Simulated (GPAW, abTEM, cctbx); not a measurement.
## Li2Re: the scripts behind a bonding study

Short scripts, each with its output. The start was made by putting kin elements into a known structure type; the compound need not exist, or be stable, in this form.

## 1. Build the all-electron density and subtract free atoms

```text
cell
1.0
     3.101630060    0.000000000    0.000000000
    -1.550815030    2.686090420    0.000000000
     0.000000000    0.000000000    9.336350030
Re Li
2 4
Direct
0.000000000 0.000000000 0.621470380
0.000000000 0.000000000 0.378529620
0.666666670 0.333333330 0.851466730
0.333333330 0.666666670 0.851466730
0.333333330 0.666666670 0.148533270
0.666666670 0.333333330 0.148533270
```

```python
import numpy as np
from ase.io import read
from ase.units import Bohr
from gpaw import GPAW, PW, FermiDirac
from gpaw.calculator import GPAW as OldGPAW
from gpaw.mpi import serial_comm, world
from scipy.special import erfc
from scipy.spatial import cKDTree

atoms = read("cell.vasp")
atoms.calc = GPAW(mode=PW(550), xc="PBE", kpts={"size": (9, 9, 3), "gamma": True},
                 occupations=FermiDirac(0.1), maxiter=120, symmetry={"tolerance": 1e-5}, txt="scf.txt")
atoms.get_potential_energy()
rho = atoms.calc.get_all_electron_density(gridrefinement=2)
moments = atoms.get_magnetic_moments() if atoms.calc.get_number_of_spins() == 2 else np.zeros(len(atoms))
total = atoms.get_magnetic_moment() if moments.any() else 0.0
if world.rank == 0:
    free = OldGPAW(mode=PW(550), xc="PBE", txt=None, communicator=serial_comm)
    neutral = atoms.copy()
    neutral.set_initial_magnetic_moments(None)
    free.initialize(neutral)
    free.set_positions(neutral)
    drho = rho - free.get_all_electron_density(gridrefinement=2)
    # GPAW starts from confined atoms: exchange their smooth part for that of the datasets' free atoms
    h = np.stack(np.meshgrid(*[np.fft.fftfreq(n, 1 / n) for n in drho.shape], indexing="ij"), -1)
    gabs = np.linalg.norm(h @ atoms.cell.reciprocal(), axis=-1)
    tails = np.fft.fftn(free.get_pseudo_density(gridrefinement=2))
    g, form, v0 = np.linspace(0, gabs.max(), 1500), {}, 0
    for e in set(atoms.symbols):
        idx = atoms.symbols.search(e)
        d = free.setups[idx[0]].data
        r, w = d.rgd.r_g * Bohr, d.rgd.r_g**2 * d.rgd.dr_g
        j0 = np.sinc(2 * g[:, None] * r)
        smooth = sum(f * p**2 for f, p in zip(d.f_j, d.phit_jg)) + np.sqrt(4 * np.pi) * d.nct_g
        full = sum(f * p**2 for f, p in zip(d.f_j, d.phi_jg)) + np.sqrt(4 * np.pi) * d.nc_g
        phase = sum(np.exp(-2j * np.pi * h @ s) for s in atoms.get_scaled_positions()[idx])
        tails -= np.interp(gabs, g, j0 @ (smooth * w)) * phase * drho.size / atoms.get_volume()
        form[e] = j0 @ (full * w)
        v0 += 2 * np.pi / 3 * 14.3996 * (full * w * r**2).sum() * len(idx)  # V A^3
    tails *= 0.5 * erfc((gabs - 1.8) / 0.25)  # the tails differ at long wavelengths alone
    drho += np.fft.ifftn(tails).real  # crystal minus superposed spherical free atoms
    np.save("drho.npy", drho)
    dv = atoms.get_volume() / drho.size
    print("grid", drho.shape, " electrons %.3f" % (rho.sum() * dv), " moved by bonding %.3f e" % (abs(drho).sum() * dv / 2))
    pts = np.indices(drho.shape).reshape(3, -1).T / drho.shape @ atoms.cell
    shifts = (np.indices((3, 3, 3)).reshape(3, -1).T - 1) @ atoms.cell
    images = (atoms.positions[None] + shifts[:, None]).reshape(-1, 3)
    dist, idx = cKDTree(images).query(pts, k=4)
    out = drho.ravel()[dist[:, 0] > 0.5]
    print("deformation density beyond 0.5 A of the nuclei: max %.3f, min %.3f e/A^3" % (out.max(), out.min()))
    tie = dist < dist[:, :1] + 1e-4
    q = -np.bincount((idx % len(atoms))[tie], (drho.ravel()[:, None] / tie.sum(1, keepdims=True) * tie)[tie], len(atoms)) * dv
    print("atom        x       y       z   Voronoi charge  moment")
    for a, s, c, m in zip(atoms, atoms.get_scaled_positions(), q, moments):
        print("%-2s%-3d %7.4f %7.4f %7.4f %10.3f %10.2f" % (a.symbol, a.index + 1, *s, c, m))
    np.savez("free.npz", g=g, **form)
    print("mean inner potential of superposed free atoms %.3f V" % (v0 / atoms.get_volume()))
    print("total magnetic moment %.3f muB" % total)
```

```console
$ OMP_NUM_THREADS=1 mpirun -n 4 gpaw python run.py > gpaw.log
```

```text
grid (36, 36, 108)  electrons 162.000  moved by bonding 0.876 e
deformation density beyond 0.5 A of the nuclei: max 0.213, min -0.121 e/A^3
atom        x       y       z   Voronoi charge  moment
Re1    0.0000  0.0000  0.6215      0.115       0.00
Re2    0.0000  0.0000  0.3785      0.115       0.00
Li3    0.6667  0.3333  0.8515     -0.057       0.00
Li4    0.3333  0.6667  0.8515     -0.057       0.00
Li5    0.3333  0.6667  0.1485     -0.057       0.00
Li6    0.6667  0.3333  0.1485     -0.057       0.00
mean inner potential of superposed free atoms 23.120 V
total magnetic moment 0.000 muB
```

Time: 16 s on 4 cores of Arm Neoverse V1 (shared host), peak memory 0.89 GiB.

## 2. Fourier-transform the difference

```python
from cctbx import adptbx, crystal, miller, xray
from cctbx.eltbx import tiny_pse
import numpy as np

cs = crystal.symmetry(unit_cell=(3.1016, 3.1016, 9.3364, 90, 90, 120), space_group_symbol='Hall: -P 6 2')  # P6/mmm
atoms = [  # label, site, U (iso, or U11 U22 U33 U12 U13 U23 in A^2), occupancy
    ("Re1", (0, 0, 0.62147), 0.0000, 1),
    ("Li1", (2/3, 1/3, 0.85147), 0.0000, 1),
]
xs = xray.structure(crystal_symmetry=cs)
for label, site, u, occ in atoms:
    u = adptbx.u_cif_as_u_star(cs.unit_cell(), u) if isinstance(u, tuple) else u
    xs.add_scatterer(xray.scatterer(label, site=site, u=u, occupancy=occ))
xs.scattering_type_registry(table="wk1995")
drho = np.load("drho.npy")
T = np.array([[1, 0, 0], [0, 1, 0], [0, 0, 1]])  # conventional axes in terms of the primitive ones
dF = np.fft.ifftn(drho) * 77.78355  # electrons a conventional cell, indexed by primitive hkl
ms = miller.build_set(cs, anomalous_flag=False, d_min=0.9).sort("resolution")
iam = ms.structure_factors_from_scatterers(xs, algorithm="direct").f_calc()
p1 = xs.expand_to_p1()
z = np.array([tiny_pse.table(sc.scattering_type).atomic_number() for sc in p1.scatterers()])
x = np.array(p1.sites_frac())
free = np.load("free.npz")
print("static structure factors of the conventional cell: F in electrons, V (Mott-Bethe) in volts")
print("   h  k  l      d  |F| table  |F| free   |F| DFT   change   |V| free  |V| DFT  change %")
for h, d, table in list(zip(ms.indices(), ms.d_spacings().data(), iam.data()))[:16]:
    df = dF[tuple(np.rint(np.linalg.solve(T, h)).astype(int))]
    phase = np.exp(2j * np.pi * x @ h)
    f = sum(np.interp(1 / d, free["g"], free[sc.scattering_type]) * p for sc, p in zip(p1.scatterers(), phase))
    fz = (z * phase).sum()
    c = 14.3996 * d * d / (np.pi * cs.unit_cell().volume())
    v0, v1 = abs(fz - f) * c, abs(fz - f - df) * c
    print("%4d%3d%3d %7.4f %9.3f %9.3f %9.3f %8.3f %9.3f %8.3f %8s" % (h + (d, abs(table), abs(f), abs(f + df), abs(f + df) - abs(f), v0, v1, "%.1f" % (100 * (v1 / v0 - 1)) if v0 > 0.02 else "-")))
```

```console
$ python run.py
```

```text
static structure factors of the conventional cell: F in electrons, V (Mott-Bethe) in volts
   h  k  l      d  |F| table  |F| free   |F| DFT   change   |V| free  |V| DFT  change %
   0  0  1  9.3364   100.062   100.074    99.960   -0.115     6.037    6.625      9.7
   0  0  2  4.6682     3.722     3.726     3.368   -0.357     0.733    0.274    -62.6
   0  0  3  3.1121    80.298    80.282    80.056   -0.226     4.104    4.234      3.1
   1  0  0  2.6861   125.182   125.117   125.115   -0.002     8.028    8.029      0.0
   1  0  1  2.5814    94.311    94.242    94.070   -0.172     6.959    7.026      1.0
   0  0  4  2.3341   129.789   129.640   128.995   -0.645     9.545    9.752      2.2
   1  0  2  2.3282     6.517     6.507     6.628    0.121     0.605    0.566     -6.4
   1  0  3  2.0334    82.159    82.017    81.656   -0.361     5.461    5.549      1.6
   0  0  5  1.8673    91.108    90.934    90.668   -0.266     5.273    5.328      1.0
   1  0  4  1.7618   111.799   111.580   111.412   -0.168     6.009    6.039      0.5
   0  0  6  1.5561    10.033    10.033     9.863   -0.169     0.081    0.105     29.9
   1  1  0  1.5508   115.463   115.216   115.383    0.168     6.630    6.607     -0.4
   1  0  5  1.5332    85.373    85.211    85.120   -0.092     4.463    4.476      0.3
   1  1  1  1.5298    75.348    75.222    75.346    0.124     3.590    3.572     -0.5
   1  1  2  1.4717     3.109     3.112     3.144    0.032     0.006    0.001        -
   1  1  3  1.3880    63.809    63.751    63.769    0.019     2.693    2.691     -0.1
```

Time: 0.27 s on 1 core of Arm Neoverse V1 (shared host), peak memory 0.08 GiB.

## 3. Propagate a plane wave with and without the bonding term

```python
import abtem
import numpy as np
from ase.build import make_supercell
from ase.io import read

abtem.config.set({"dask.lazy": False, "fft": "fftw", "diagnostics.progress_bar": False})
M = [[-1, -2, 0], [0, 0, -1], [1, 0, 0]]  # rows: x, y and beam direction in the primitive cell's axes
unit = make_supercell(read("cell.vasp"), M)
unit.set_cell(list(unit.cell.lengths()) + [90, 90, 90], scale_atoms=True)
unit.positions[:, 2] += 0.7754  # keeps atomic planes off the slice boundaries
unit.wrap()
slab = unit * (1, 1, 192)
print(slab.get_chemical_formula(), "| box %.2f x %.2f x %.2f A" % tuple(slab.cell.lengths()))

# change of the potential by bonding, from the DFT deformation density (Poisson's equation term by term)
drho = np.load("drho.npy")
prim = read("cell.vasp")
h = np.stack(np.meshgrid(*[np.fft.fftfreq(n, 1 / n) for n in drho.shape], indexing="ij"), -1).reshape(-1, 3).astype(int)
g2 = ((h @ prim.cell.reciprocal()) ** 2).sum(1)
keep = (g2 > 0) & (g2 < 2.5**2)
shape = (154, 267, 20)
vg = np.zeros(shape, complex)
hm = h[keep] @ np.array(M).T
move = np.exp(-2j * np.pi * hm[:, 2] * (0.7754 / unit.cell[2, 2] - 0.5 / shape[2]))  # the same shift, sampled at mid-points
vg[tuple(hm.T % np.array(shape)[:, None])] = -14.3996 / np.pi * (np.fft.fftn(drho).ravel() / drho.size)[keep] / g2[keep] * move
dV = np.fft.ifftn(vg).real * vg.size
dV = dV.reshape(154, 267, 2, 10).mean(3) * unit.cell[2, 2] / 2  # V A, projected in each slice
dV = np.tile(dV.transpose(2, 0, 1), (192, 1, 1))


def build(atoms):
    p = abtem.Potential(atoms, gpts=(154, 267), slice_thickness=[slab.cell[2, 2] / 384] * 384,
                        parametrization="lobato", projection="infinite", exit_planes=32).build()
    p.array[:] += BONDING * dV
    return p


def potentials():
    yield build(slab)  # atoms at rest


for label, BONDING in (("IAM", 0.0), ("DFT", 1.0)):
    print("=====", label)
    potential = build(slab)
    print("grid", potential.gpts, "slices", potential.num_slices)
    thickness = potential.exit_thicknesses
    wave = abtem.PlaneWave(energy=100000)
    dp = np.mean([wave.multislice(p).diffraction_patterns(max_angle="valid").array for p in potentials()], axis=0)
    hkl = [(0, 0, 0), (0, 0, 1), (0, 0, 2), (0, 0, 3), (0, 1, 0), (0, 1, 1), (0, 1, 2)]
    nx, ny = dp.shape[-2:]
    print("intensity of each beam, fraction of the incident wave")
    print("  t (A)" + "".join("%9s" % " ".join(map(str, h)) for h in hkl) + "  diffuse    total")
    grid = np.zeros((nx, ny), bool)
    grid[nx // 2 % 1::1, ny // 2 % 1::1] = True
    for t, a in list(zip(thickness, dp))[1:]:
        idx = [np.rint(np.array(M) @ np.linalg.solve([[1, 0, 0], [0, 1, 0], [0, 0, 1]], h)).astype(int) for h in hkl]
        print("%7.1f" % t + "".join("%9.5f" % a[nx // 2 + i[0] * 1, ny // 2 + i[1] * 1] for i in idx) + "%9.4f%9.4f" % (a[~grid].sum(), a.sum()))
```

```console
$ python run.py
```

```text
Li1536Re768 | box 5.37 x 9.34 x 595.51 A
===== IAM
grid (154, 267) slices 384
intensity of each beam, fraction of the incident wave
  t (A)    0 0 0    0 0 1    0 0 2    0 0 3    0 1 0    0 1 1    0 1 2  diffuse    total
   49.6  0.81031  0.00235  0.00234  0.00227  0.00156  0.00608  0.00018   0.0000   0.9799
   99.3  0.58454  0.00819  0.00824  0.00883  0.00154  0.01702  0.00055   0.0000   0.9533
  148.9  0.45851  0.01321  0.01444  0.01819  0.00008  0.02187  0.00061   0.0000   0.9245
  198.5  0.47055  0.01428  0.01826  0.02861  0.00104  0.01704  0.00034   0.0000   0.9101
  248.1  0.54622  0.01257  0.01998  0.03169  0.00371  0.00764  0.00015   0.0000   0.9068
  297.8  0.56564  0.01119  0.02208  0.02418  0.00468  0.00133  0.00042   0.0000   0.9051
  347.4  0.47761  0.01894  0.02446  0.01538  0.00460  0.00432  0.00078   0.0000   0.9030
  397.0  0.38318  0.03720  0.02243  0.00815  0.00304  0.01354  0.00062   0.0000   0.8874
  446.6  0.33616  0.05516  0.01556  0.00591  0.00115  0.01703  0.00021   0.0000   0.8707
  496.3  0.34068  0.06544  0.00715  0.01228  0.00368  0.01298  0.00003   0.0000   0.8655
  545.9  0.35902  0.06403  0.00219  0.02077  0.00711  0.00672  0.00002   0.0000   0.8640
  595.5  0.33689  0.05849  0.00614  0.02547  0.00614  0.00284  0.00012   0.0000   0.8531
===== DFT
grid (154, 267) slices 384
intensity of each beam, fraction of the incident wave
  t (A)    0 0 0    0 0 1    0 0 2    0 0 3    0 1 0    0 1 1    0 1 2  diffuse    total
   49.6  0.80261  0.00431  0.00090  0.00209  0.00173  0.00631  0.00013   0.0000   0.9797
   99.3  0.56125  0.01514  0.00415  0.00825  0.00223  0.01735  0.00035   0.0000   0.9515
  148.9  0.42178  0.02614  0.00911  0.01686  0.00116  0.02215  0.00043   0.0000   0.9212
  198.5  0.42151  0.03351  0.01320  0.02672  0.00205  0.01795  0.00048   0.0000   0.9070
  248.1  0.48048  0.03944  0.01505  0.03100  0.00431  0.00918  0.00035   0.0000   0.9040
  297.8  0.48149  0.04596  0.01663  0.02631  0.00450  0.00239  0.00013   0.0000   0.9009
  347.4  0.37346  0.06217  0.01863  0.02126  0.00383  0.00408  0.00019   0.0000   0.8968
  397.0  0.25055  0.08998  0.01719  0.01729  0.00430  0.01161  0.00025   0.0000   0.8804
  446.6  0.17555  0.11314  0.01185  0.01281  0.00755  0.01467  0.00030   0.0000   0.8629
  496.3  0.15357  0.12830  0.00578  0.01511  0.01470  0.01240  0.00037   0.0000   0.8578
  545.9  0.15176  0.13268  0.00179  0.02409  0.01825  0.00897  0.00046   0.0000   0.8558
  595.5  0.13099  0.12996  0.00217  0.03549  0.01155  0.00689  0.00050   0.0000   0.8429
```

Time: 19 s.

## 4. Get the inner potential from a slab

```python
import numpy as np
from ase.io import read
from ase.units import Bohr
from gpaw import GPAW, PW, FermiDirac
from gpaw.calculator import GPAW as OldGPAW
from gpaw.mpi import serial_comm, world
from scipy.special import erfc
from ase.build import make_supercell

M = [[0, -1, 0], [2, 1, 0], [0, 0, 1]]  # rows: x, y and surface normal in the primitive cell's axes
unit = make_supercell(read("cell.vasp"), M)
unit.set_cell(list(unit.cell.lengths()) + [90, 90, 90], scale_atoms=True)
unit.positions[:, 2] -= 9.3382
unit.wrap()
atoms = unit * (1, 1, 1)
thickness = atoms.cell[2, 2]
atoms.center(vacuum=6, axis=2)
atoms.pbc = (True, True, False)
atoms.calc = GPAW(mode=PW(550), xc="PBE", kpts={"size": (6, 3, 1), "gamma": True},
                 occupations=FermiDirac(0.1), maxiter=120, symmetry={"tolerance": 1e-5}, poissonsolver={"dipolelayer": "xy"}, txt="slab.txt")
atoms.get_potential_energy()
rho = atoms.calc.get_all_electron_density(gridrefinement=2)
v = atoms.calc.get_electrostatic_potential().mean(axis=(0, 1))
ef = atoms.calc.get_fermi_level()
if world.rank == 0:
    free = OldGPAW(mode=PW(550), xc="PBE", txt=None, communicator=serial_comm)
    neutral = atoms.copy()
    neutral.set_initial_magnetic_moments(None)
    free.initialize(neutral)
    free.set_positions(neutral)
    drho = rho - free.get_all_electron_density(gridrefinement=2)
    # GPAW starts from confined atoms: exchange their smooth part for that of the datasets' free atoms
    h = np.stack(np.meshgrid(*[np.fft.fftfreq(n, 1 / n) for n in drho.shape], indexing="ij"), -1)
    gabs = np.linalg.norm(h @ atoms.cell.reciprocal(), axis=-1)
    tails = np.fft.fftn(free.get_pseudo_density(gridrefinement=2))
    g, form, v0 = np.linspace(0, gabs.max(), 1500), {}, 0
    for e in set(atoms.symbols):
        idx = atoms.symbols.search(e)
        d = free.setups[idx[0]].data
        r, w = d.rgd.r_g * Bohr, d.rgd.r_g**2 * d.rgd.dr_g
        j0 = np.sinc(2 * g[:, None] * r)
        smooth = sum(f * p**2 for f, p in zip(d.f_j, d.phit_jg)) + np.sqrt(4 * np.pi) * d.nct_g
        full = sum(f * p**2 for f, p in zip(d.f_j, d.phi_jg)) + np.sqrt(4 * np.pi) * d.nc_g
        phase = sum(np.exp(-2j * np.pi * h @ s) for s in atoms.get_scaled_positions()[idx])
        tails -= np.interp(gabs, g, j0 @ (smooth * w)) * phase * drho.size / atoms.get_volume()
        form[e] = j0 @ (full * w)
        v0 += 2 * np.pi / 3 * 14.3996 * (full * w * r**2).sum() * len(idx)  # V A^3
    tails *= 0.5 * erfc((gabs - 1.8) / 0.25)  # the tails differ at long wavelengths alone
    drho += np.fft.ifftn(tails).real  # crystal minus superposed spherical free atoms
    n = drho.mean(axis=(0, 1))
    dz = atoms.cell[2, 2] / len(n)
    dV = 180.951 * np.cumsum(np.cumsum(n)) * dz**2  # V; d2V/dz2 = e n / eps0, zero in the vacuum below
    step = dV[-1]
    print(atoms.get_chemical_formula(), "| slab of %.3f A, cell height %.2f A" % (thickness, atoms.cell[2, 2]))
    print("vacuum step across the slab %.3f V" % step)
    print("Fermi level below the vacuum: %.2f eV (bottom), %.2f eV (top)" % (v[3] - ef, v[-4] - ef))
    inside = np.arange(len(n)) * dz
    ramp = np.clip((inside - atoms.cell[2, 2] / 2) / thickness + 0.5, 0, 1) * step
    print("change of the mean inner potential by bonding %.3f V" % ((dV - ramp).sum() * dz / thickness))
    np.save("profile.npy", np.c_[inside, n, dV])
```

```console
$ OMP_NUM_THREADS=1 mpirun -n 4 gpaw python run.py > gpaw.log
```

```text
Li8Re4 | slab of 9.336 A, cell height 18.56 A
vacuum step across the slab -0.012 V
Fermi level below the vacuum: 4.61 eV (bottom), 4.61 eV (top)
change of the mean inner potential by bonding -4.905 V
```

Time: 37 s.

[Outputs are excerpts: Python notices, other lines and further rows are left out; steps that failed or that the build refused (PBEsol, TPSS) are not shown.]

[Logs are printed without paths, hosts, clocks, repeated set-up lines and the standing remarks that a program may print on its own settings, such as how far it seeks lower states.]
